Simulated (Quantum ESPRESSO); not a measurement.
# GaP (F-43m): third-order response, part 2 of 3

Aim: Raman and infrared lines of GaP (F-43m).

Quantum ESPRESSO 8.0 development, patched; DFT LDA, scalar-relativistic, plane waves, PseudoDojo norm-conserving pseudopotentials.

So far, gap on the k-mesh (eV): step 2 (a first look) 1.50; step 3 (relaxing the cell and atoms) 1.44. The relaxed cell has a = 5.387 Å (conventional setting).

**5. Linear response at Γ**

At q = 0 one unit cell holds all displacements; symmetry groups them into irreducible representations that are solved one by one. The response to a field gives ε∞ and the Born charges, which polar modes need. Third-order response adds the Raman tensors.

ph.in reads:

```
phonons
&INPUTPH
  prefix = 'x'
  outdir = './tmp'
  fildyn = 'g.dyn'
  tr2_ph = 1.0d-18
  epsil  = .true.
  lraman = .true.
  elop   = .true.
/
0.000000000000 0.000000000000 0.000000000000
```

Launch:

```bash
> OMP_NUM_THREADS=1 mpirun -n 4 ph.x -nk 4 -in ph.in > ph.out
```

The log of the run:

```text
[banners, grids, parts of the stress and lines that vanish by symmetry left out]
[banner, memory and clock lines left out]
Program PHONON v.8.0dev

     Dynamical matrices for q-points given in input
     (   1q-points):
       N         xq(1)         xq(2)         xq(3)
       1   0.000000000   0.000000000   0.000000000

     ./tmp/x.save/

     IMPORTANT: XC functional enforced from input :
     Exchange-correlation= PW
                           (   1   4   0   0   0   0   0)
     Any further DFT definition will be discarded
     Please, verify this is what you really want

     G-vector sticks info

     Reading collected, re-writing distributed wavefunctions in ./tmp/

     Number and degeneracy of irreps per q-point
       N         xq(1)         xq(2)         xq(3)   N irreps
       1   0.000000000   0.000000000   0.000000000       2
        3   3

     Calculation of q =    0.0000000   0.0000000   0.0000000

     phonons

     bravais-lattice index     =            2
     lattice parameter (alat)  =      10.1808  a.u.
     unit-cell volume          =     263.8088 (a.u.)^3
     number of atoms/cell      =            2
     number of atomic types    =            2
     kinetic-energy cut-off    =      80.0000  Ry
     charge density cut-off    =     320.0000  Ry
     convergence threshold     =      1.0E-18
     beta                      =       0.7000
     number of iterations used =            4
     Exchange-correlation= PW
                           (   1   4   0   0   0   0   0)

     celldm(1)=   10.18083  celldm(2)=    0.00000  celldm(3)=    0.00000
     celldm(4)=    0.00000  celldm(5)=    0.00000  celldm(6)=    0.00000

     crystal axes: (cart. coord. in units of alat)
               a(1) = ( -0.5000  0.0000  0.5000 )
               a(2) = (  0.0000  0.5000  0.5000 )
               a(3) = ( -0.5000  0.5000  0.0000 )

     reciprocal axes: (cart. coord. in units 2 pi/alat)
               b(1) = ( -1.0000 -1.0000  1.0000 )
               b(2) = (  1.0000  1.0000  1.0000 )
               b(3) = ( -1.0000  1.0000 -1.0000 )

     Atoms inside the unit cell:

     Cartesian axes

     site n.  atom      mass           positions (alat units)
        1  Ga     69.7230   tau(    1) = (    0.00000    0.00000    0.00000  )
        2  P      30.9738   tau(    2) = (   -0.25000    0.25000    0.25000  )

     Computing dynamical matrix for
                    q = (   0.0000000   0.0000000   0.0000000 )

     25 Sym.Ops. (with q -> -q+G )

     G cutoff =  840.1491  (  25605 G-vectors)     FFT grid: ( 45, 45, 45)
     number of k points=    29
                       cart. coord. in units 2pi/alat
        k(    1) = (   0.0000000   0.0000000   0.0000000), wk =   0.0039062
        k(    2) = (  -0.1250000   0.1250000  -0.1250000), wk =   0.0312500
        k(    3) = (  -0.2500000   0.2500000  -0.2500000), wk =   0.0312500
        [... further k-points left out ...]

     PseudoPot. # 1 for Ga read from file:
     ./pseudo/Ga.upf
     Pseudo is Norm-conserving + core correction, Zval = 13.0

     PseudoPot. # 2 for P  read from file:
     ./pseudo/P.upf
     Pseudo is Norm-conserving + core correction, Zval =  5.0

     Mode symmetry, T_d (-43m)  point group:

     Electric field:
     Dielectric constant
     Born effective charges as d Force / d E
     Raman tensor
     Electro-optic tensor

     Atomic displacements:
     There are    2 irreducible representations

     Representation     1      3 modes -  To be done

     Representation     2      3 modes -  To be done

     Alpha used in Ewald sum =   2.8000

     Electric Fields Calculation

     The passes end when |ddv_scf|^2 is under  6.1E-20 (on this mesh; tr2_ph alone asks  1.0E-18)

      iter #   1   av.it.:   8.6
      thresh= 1.000E-02 alpha_mix =  0.700 |ddv_scf|^2 =  8.083E-08

      [... iterations left out ...]
      iter #   9   av.it.:  16.9
      thresh= 3.009E-11 alpha_mix =  0.700 |ddv_scf|^2 =  3.161E-21

     End of electric fields calculation

          Dielectric constant in cartesian axis

          (      11.583659175      -0.000000000       0.000000000 )
          (       0.000000000      11.583659175       0.000000000 )
          (       0.000000000       0.000000000      11.583659175 )

          Effective charges (d Force / dE) in cartesian axis without acoustic sum rule applied (asr)

           atom    1  Ga    Mean Z*:        2.04102
      Ex  (        2.04102       -0.00000        0.00000 )
      Ey  (        0.00000        2.04102        0.00000 )
      Ez  (       -0.00000       -0.00000        2.04102 )
           atom    2  P     Mean Z*:       -2.16039
      Ex  (       -2.16039       -0.00000       -0.00000 )
      Ey  (       -0.00000       -2.16039       -0.00000 )
      Ez  (       -0.00000       -0.00000       -2.16039 )

          Effective charges Sum: Mean:       -0.11937
             -0.11937       -0.00000       -0.00000
             -0.00000       -0.11937       -0.00000
             -0.00000        0.00000       -0.11937

          Effective charges (d Force / dE) in cartesian axis with asr applied:
           atom    1  Ga    Mean Z*:        2.10070
      E*x (        2.10070       -0.00000        0.00000 )
      E*y (        0.00000        2.10070        0.00000 )
      E*z (       -0.00000       -0.00000        2.10070 )
           atom    2  P     Mean Z*:       -2.10070
      E*x (       -2.10070        0.00000       -0.00000 )
      E*y (       -0.00000       -2.10070       -0.00000 )
      E*z (        0.00000        0.00000       -2.10070 )

     Calling punch_plot_e
     Writing on file  drho

     Computing Pc [DH,Drho] |psi>

     Derivative coefficient:  0.001000    Threshold: 1.00E-12
     Message from routine dhdrhopsi:
     some bands at k + dk did not converge to eth_ns: the Raman tensors may be inaccurate, compare with a run at another eth_ns or dek
     Non-scf  u_k: avg # of iterations = 20.0
     Non-scf Du_k: avg # of iterations = 42.1

          Dielectric constant from finite-differences

          (      11.583402680       0.000000000       0.000000000 )
          (       0.000000000      11.583402680      -0.000000000 )
          (       0.000000000      -0.000000000      11.583402680 )

              Electro-optic tensor is defined as
            the derivative of the dielectric tensor
              with respect to one electric field
                 units are Rydberg a.u.

            to obtain the static chi^2 multiply by 1/2

            to convert to pm/Volt multiply per 2.7502

          Electro-optic tensor in cartesian axis:

          (      -0.000000000      -0.000000000      -0.000000000 )
          (      -0.000000000      -0.000000000     -84.260666868 )
          (      -0.000000000     -84.260666868       0.000000000 )

          (      -0.000000000       0.000000000     -84.260666868 )
          (       0.000000000      -0.000000000       0.000000000 )
          (     -84.260666868       0.000000000       0.000000000 )

          (      -0.000000000     -84.260666868       0.000000000 )
          (     -84.260666868      -0.000000000      -0.000000000 )
          (       0.000000000       0.000000000       0.000000000 )

          Electro-optic tensor: contribution #   1

          (      -0.000000000      -0.000000000       0.000000000 )
          (      -0.000000000       0.000000000     -83.800925679 )
          (       0.000000000     -83.800925679       0.000000000 )

          (      -0.000000000       0.000000000     -83.800925679 )
          (       0.000000000      -0.000000000       0.000000000 )
          (     -83.800925679      -0.000000000      -0.000000000 )

          (       0.000000000     -83.800925679       0.000000000 )
          (     -83.800925679       0.000000000      -0.000000000 )
          (       0.000000000      -0.000000000       0.000000000 )

          Electro-optic tensor: contribution #   2

          (      -0.000000000      -0.000000000      -0.000000000 )
          (      -0.000000000      -0.000000000      -0.459741189 )
          (      -0.000000000      -0.459741189       0.000000000 )

          (       0.000000000       0.000000000      -0.459741189 )
          (       0.000000000       0.000000000      -0.000000000 )
          (      -0.459741189      -0.000000000       0.000000000 )

          (      -0.000000000      -0.459741189       0.000000000 )
          (      -0.459741189      -0.000000000       0.000000000 )
          (      -0.000000000      -0.000000000      -0.000000000 )

     Computing Second order response

      iter #   1   av.it.:  13.8
      thresh= 1.000E-02 alpha_mix =  0.700 |ddv_scf|^2 =  3.949E-07

      [... iterations left out ...]
      iter #  13   av.it.:  18.8
      thresh= 1.311E-11 alpha_mix =  0.700 |ddv_scf|^2 =  9.251E-22

          Raman tensor (au^-1) in cartesian axis

           atom      1
          (       0.000000000       0.000000000       0.000000000 )
          (       0.000000000      -0.000000000       1.900860960 )
          (       0.000000000       1.900860960      -0.000000000 )

          (       0.000000000       0.000000000       1.900860960 )
          (       0.000000000      -0.000000000       0.000000000 )
          (       1.900860960      -0.000000000      -0.000000000 )

          (      -0.000000000       1.900860960       0.000000000 )
          (       1.900860960      -0.000000000       0.000000000 )
          (      -0.000000000       0.000000000       0.000000000 )

           atom      2
          (      -0.000000000      -0.000000000      -0.000000000 )
          (      -0.000000000       0.000000000      -1.929877816 )
          (      -0.000000000      -1.929877816      -0.000000000 )

          (      -0.000000000      -0.000000000      -1.929877816 )
          (       0.000000000       0.000000000      -0.000000000 )
          (      -1.929877816      -0.000000000       0.000000000 )

          (      -0.000000000      -1.929877816      -0.000000000 )
          (      -1.929877816      -0.000000000      -0.000000000 )
          (       0.000000000       0.000000000       0.000000000 )

     Raman tensor (A^2)

     atom #    1    pol.  1
      0.543889429663E-16      0.255628031941E-14      0.543889429663E-16
      0.598278372629E-15     -0.598278372629E-15      0.111745999880E+02
      0.103338991636E-14      0.111745999880E+02     -0.271944714831E-15
     atom #    1    pol.  2
      0.271944714831E-15      0.233872454755E-14      0.111745999880E+02
      0.364405917874E-14     -0.103338991636E-14      0.364405917874E-14
[...]
atom #    1    pol.  3
[...]
atom #    2    pol.  1
[...]
atom #    2    pol.  2
[...]
atom #    2    pol.  3
[...]
0.362706263406E-14      0.288941259508E-15      0.101639337168E-14

     Representation #   1 modes #   1   2   3

     Self-consistent Calculation

     The passes end when |ddv_scf|^2 is under  6.1E-20 (on this mesh; tr2_ph alone asks  1.0E-18)

      iter #   1   av.it.:   7.9
      thresh= 1.000E-02 alpha_mix =  0.700 |ddv_scf|^2 =  4.599E-08

      [... iterations left out ...]
      iter #   8   av.it.:  17.4
      thresh= 2.083E-10 alpha_mix =  0.700 |ddv_scf|^2 =  3.015E-20

     End of self-consistent calculation

     Convergence has been achieved

     Representation #   2 modes #   4   5   6

     Self-consistent Calculation

     The passes end when |ddv_scf|^2 is under  6.1E-20 (on this mesh; tr2_ph alone asks  1.0E-18)

      iter #   1   av.it.:  11.6
      thresh= 1.000E-02 alpha_mix =  0.700 |ddv_scf|^2 =  3.170E-06

      [... iterations left out ...]
      iter #   9   av.it.:  17.0
      thresh= 1.652E-10 alpha_mix =  0.700 |ddv_scf|^2 =  5.268E-20

     End of self-consistent calculation

     Convergence has been achieved

     Number of q in the star =    1
     List of q in the star:
          1   0.000000000   0.000000000   0.000000000

          Dielectric constant in cartesian axis

          (      11.583659175      -0.000000000       0.000000000 )
          (       0.000000000      11.583659175       0.000000000 )
          (       0.000000000       0.000000000      11.583659175 )

          Effective charges (d Force / dE) in cartesian axis without acoustic sum rule applied (asr)

           atom    1  Ga    Mean Z*:        2.04102
      Ex  (        2.04102       -0.00000        0.00000 )
      Ey  (        0.00000        2.04102        0.00000 )
      Ez  (       -0.00000       -0.00000        2.04102 )
           atom    2  P     Mean Z*:       -2.16039
      Ex  (       -2.16039       -0.00000       -0.00000 )
      Ey  (       -0.00000       -2.16039       -0.00000 )
      Ez  (       -0.00000       -0.00000       -2.16039 )

          Effective charges Sum: Mean:       -0.11937
             -0.11937       -0.00000       -0.00000
             -0.00000       -0.11937       -0.00000
             -0.00000        0.00000       -0.11937

          Effective charges (d Force / dE) in cartesian axis with asr applied:
           atom    1  Ga    Mean Z*:        2.10070
      E*x (        2.10070       -0.00000        0.00000 )
      E*y (        0.00000        2.10070        0.00000 )
      E*z (       -0.00000       -0.00000        2.10070 )
           atom    2  P     Mean Z*:       -2.10070
      E*x (       -2.10070        0.00000       -0.00000 )
      E*y (       -0.00000       -2.10070       -0.00000 )
      E*z (        0.00000        0.00000       -2.10070 )

     Diagonalizing the dynamical matrix

     q = (    0.000000000   0.000000000   0.000000000 )

 **************************************************************************
     freq (    1) =       0.088536 [THz] =       2.953260 [cm-1]
     freq (    2) =       0.088536 [THz] =       2.953260 [cm-1]
     freq (    3) =       0.088536 [THz] =       2.953260 [cm-1]
     freq (    4) =      10.949889 [THz] =     365.248969 [cm-1]
     freq (    5) =      10.949889 [THz] =     365.248969 [cm-1]
     freq (    6) =      10.949889 [THz] =     365.248969 [cm-1]
 **************************************************************************

     Mode symmetry, T_d (-43m)  point group:

     freq (   1-   3) =          3.0  [cm-1]   --> T_2  G_15 P_4   I+R
     freq (   4-   6) =        365.2  [cm-1]   --> T_2  G_15 P_4   I+R
```

The job ended after 9.7 min (4 MPI ranks of Intel Xeon at 2.70GHz, shared host).

Numbers from this step:

```
miss of the charge sum rule                                       : 0.1194 e
largest acoustic frequency at the zone centre before the sum rule : 2.95 cm⁻¹
highest optical zone-centre mode (no LO-TO term)                  : 365.2 cm⁻¹
lowest optical zone-centre mode                                   : 365.2 cm⁻¹
mean high-frequency dielectric constant                           : 11.58
largest Born charge in size (third of the trace)                  : 2.160 e
```

Born charge (rows field, columns displacement), before the sum rule (e), principal values of the symmetric part by kind of site:

```csv
atom,atoms with these values,low,middle,high,mean
Ga1,1,2.04,2.04,2.04,2.04
P2,1,-2.16,-2.16,-2.16,-2.16
```

In full for P2:

```
-2.16  0.00  0.00
 0.00 -2.16  0.00
 0.00  0.00 -2.16
```

High-frequency dielectric tensor:

```
11.58  0.00  0.00
 0.00 11.58  0.00
 0.00  0.00 11.58
```

The acoustic modes at Γ come out as far as 3.0 cm⁻¹ from zero, where they should vanish, a small numerical error; the Born charges miss their sum rule by 0.12 e, too much: mesh or cutoff is short for the field response.

**6. Zone-centre analysis**

A rigid shift of the crystal must cost nothing, but grids and finite bases break this; the acoustic sum rule is imposed before the matrix is diagonalised again. With Born charges the intensities follow, and the static dielectric tensor.

dynmat.in reads:

```
&INPUT
  fildyn = 'g.dyn'
  asr    = 'simple'
  fileig = 'dynmat.eig'
  lperm  = .true.
/
```

Launch:

```bash
> dynmat.x -in dynmat.in > dynmat.out
```

The log of the run:

```text
[banner, memory and clock lines left out]
Program DYNMAT v.8.0dev

     Reading Dynamical Matrix from file g.dyn
     ...Force constants read
     ...epsilon and Z* read
     ...Raman cross sections read
     A direction for q was not specified:TO-LO splitting will be absent

     Polarizability (A^3 units)
     multiply by 0.220854 for Clausius-Mossotti correction (not under assume_isolated = 'mt')
        32.924456    0.000000    0.000000
        -0.000000   32.924456    0.000000
         0.000000    0.000000   32.924456

     IR activities are in (D/A)^2/amu units
     Raman activities are in A^4/amu units
     multiply Raman by 0.002379 for Clausius-Mossotti correction (not under assume_isolated = 'mt')

# mode   [cm-1]    [THz]      IR          Raman   depol.fact
    1      0.00    0.0000    0.0000         0.0061    0.7500
    2      0.00    0.0000    0.0000         0.0061    0.7500
    3      0.00    0.0000    0.0000         0.0061    0.7500
    4    365.24   10.9497    4.7473       124.8708    0.7500
    5    365.24   10.9497    4.7473       124.8708    0.7500
    6    365.24   10.9497    4.7473       124.8708    0.7500

Electronic dielectric permittivity tensor (relative, adimensional)
        11.583659    0.000000    0.000000
        -0.000000   11.583659    0.000000
         0.000000    0.000000   11.583659

 ... with zone-center polar mode contributions
        13.525166    0.000000    0.000000
         0.000000   13.525166    0.000000
         0.000000    0.000000   13.525166
```

Run time: 0.78 s. Hardware: 1 thread.

Numbers from this step:

* mean static dielectric constant: 13.53

Unit eigenvectors of the mass-weighted matrix after the sum rule; no LO-TO term. Modes at Γ, with each element's share of the kinetic energy:

```csv
mode,frequency (cm⁻¹),symmetry,Ga %,P %
1,0.0,acoustic,69,31
2,0.0,acoustic,69,31
3,0.0,acoustic,69,31
4,365.2,T2,31,69
5,365.2,T2,31,69
6,365.2,T2,31,69
```

Displacements in mode 5 (365.2 cm⁻¹), the largest set to 1:
```
Ga1  0.00  0.00 -0.44
P2   0.00  0.00  1.00
```

Degenerate modes summed, no LO-TO term. Lines of the infrared spectrum (strongest = 100):

```csv
position (cm⁻¹),lines merged,label,"IR intensity, relative"
365,3,T2,100
```

Degenerate modes summed. Lines of the Raman spectrum (strongest = 100):

```csv
position (cm⁻¹),lines merged,label,"Raman activity, relative"
365,3,T2,100
```

Static dielectric tensor (ions relaxed, fixed cell):

```
13.53  0.00  0.00
 0.00 13.53  0.00
 0.00  0.00 13.53
```

The rule moves no optical mode by more than 0.1 cm⁻¹.

**7. Sum rules set otherwise (asr crystal)**

The rule can be imposed in more than one way; the choices should agree where the raw error is small.

dynmat.in reads:

```
&INPUT
  fildyn = 'g.dyn'
  asr    = 'crystal'
  fileig = 'dynmat.eig'
  lperm  = .true.
/
```

Launch:

```bash
> dynmat.x -in dynmat.in > dynmat.out
```

The log of the run:

```text
[banner, memory and clock lines left out]
Program DYNMAT v.8.0dev

     Reading Dynamical Matrix from file g.dyn
     ...Force constants read
     ...epsilon and Z* read
     ...Raman cross sections read
     Acoustic Sum Rule: || Z*(ASR) - Z*(orig)|| =    1.461972E-01
     Acoustic Sum Rule: ||dyn(ASR) - dyn(orig)||=    9.862307E-05
     A direction for q was not specified:TO-LO splitting will be absent

     Polarizability (A^3 units)
     multiply by 0.220854 for Clausius-Mossotti correction (not under assume_isolated = 'mt')
        32.924456    0.000000    0.000000
        -0.000000   32.924456    0.000000
         0.000000    0.000000   32.924456

     IR activities are in (D/A)^2/amu units
     Raman activities are in A^4/amu units
     multiply Raman by 0.002379 for Clausius-Mossotti correction (not under assume_isolated = 'mt')

# mode   [cm-1]    [THz]      IR          Raman   depol.fact
    1      0.00    0.0000    0.0000         0.0061    0.7500
    2      0.00    0.0000    0.0000         0.0061    0.7500
    3      0.00    0.0000    0.0000         0.0061    0.7500
    4    365.26   10.9501    4.7473       124.8708    0.7500
    5    365.26   10.9501    4.7473       124.8708    0.7500
    6    365.26   10.9501    4.7473       124.8708    0.7500

Electronic dielectric permittivity tensor (relative, adimensional)
        11.583659    0.000000    0.000000
        -0.000000   11.583659    0.000000
         0.000000    0.000000   11.583659

 ... with zone-center polar mode contributions
        13.525017    0.000000    0.000000
         0.000000   13.525017    0.000000
         0.000000    0.000000   13.525017
```

Wall time 0.74 s (1 thread).

Read from the output:

```
highest optical zone-centre mode (no LO-TO term) : 365.3 cm⁻¹
lowest optical zone-centre mode                  : 365.3 cm⁻¹
```

Zone-centre frequencies as printed; negative means imaginary. Modes:

```csv
mode,frequency (cm⁻¹)
1,0
2,0
3,0
4,365.3
5,365.3
6,365.3
```

Against the first rule no mode moves by more than 0.1 cm⁻¹.

(Part 2 of 3 ends here.)

[Host names and launcher messages were left out of these logs when they were recorded.]

[Logs are printed without paths, hosts, clocks, repeated set-up lines and the standing remarks that a program may print on its own settings, such as how far it seeks lower states.]

[Hosts, paths, dates, database ids (printed as entryN), source tags and the programs' standing remarks are cut or masked in the printed files.]
